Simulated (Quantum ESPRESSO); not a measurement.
## TaN: WC type against rock salt under pressure

Which form of TaN has the lower enthalpy, and does pressure change the order? Both are relaxed at the same set pressures.

Calculated with Quantum ESPRESSO 7.5, PBEsol, GBRV 1.5 ultrasoft potentials, cutoff 680 eV, Fermi–Dirac smearing 0.05 eV, k-mesh 17×17×15, no spin polarisation, no spin-orbit coupling.

The rock salt cell takes smearing 0.05 eV and a 17×17×17 mesh.

Near zero pressure the WC type cell (P-6m2, 2 atoms) is a = 2.9236 Å, b = 2.9236 Å, c = 2.8709 Å, α = 90.00°, β = 90.00°, γ = 120.00°; the rock salt cell (Fm-3m, 2 atoms) is a = 3.0933 Å, b = 3.0933 Å, c = 3.0933 Å, α = 60.00°, β = 60.00°, γ = 60.00°.

```csv
P (GPa),"V, WC type (Å³)","V, rock salt (Å³)",ΔE (meV),ΔH = ΔE + PΔV (meV)
−4,21.489,21.169,574.4,582.4
0,21.251,20.929,574.4,574.4
5,20.970,20.651,574.4,564.4
15,20.461,20.148,574.0,544.7
20,20.229,19.917,573.9,534.9
```

Values are for a formula unit, differences are rock salt less WC type, and 1 GPa Å³ = 6.2415 meV. **Question.** Give ΔH at 10 GPa, a row left out above, and the pressure at which the two forms cross, if they do.

Least squares with ΔH = h0 + h1 P + h2 P² gives h0 = 574.4 meV, h1 = −2.00 meV/GPa and h2 = 0.001 meV/GPa². Since dH/dP = V, the slope should equal ΔV: −0.322 Å³ × 6.2415 = −2.01 meV/GPa at 0 GPa. At 10 GPa the fit gives 554.5 meV. The run itself gives 554.5 meV, so the estimate misses by 0.0 meV, a rounding's worth.

ΔH keeps its sign from -4 to 20 GPa, so the WC type form stays lower over the range; the rock salt form is denser and gains with pressure. This compares two forms alone, at zero temperature, without vibrations or barriers; other forms may lie lower.

[Logs are printed without paths, hosts, clocks, repeated set-up lines and the standing remarks that a program may print on its own settings, such as how far it seeks lower states.]
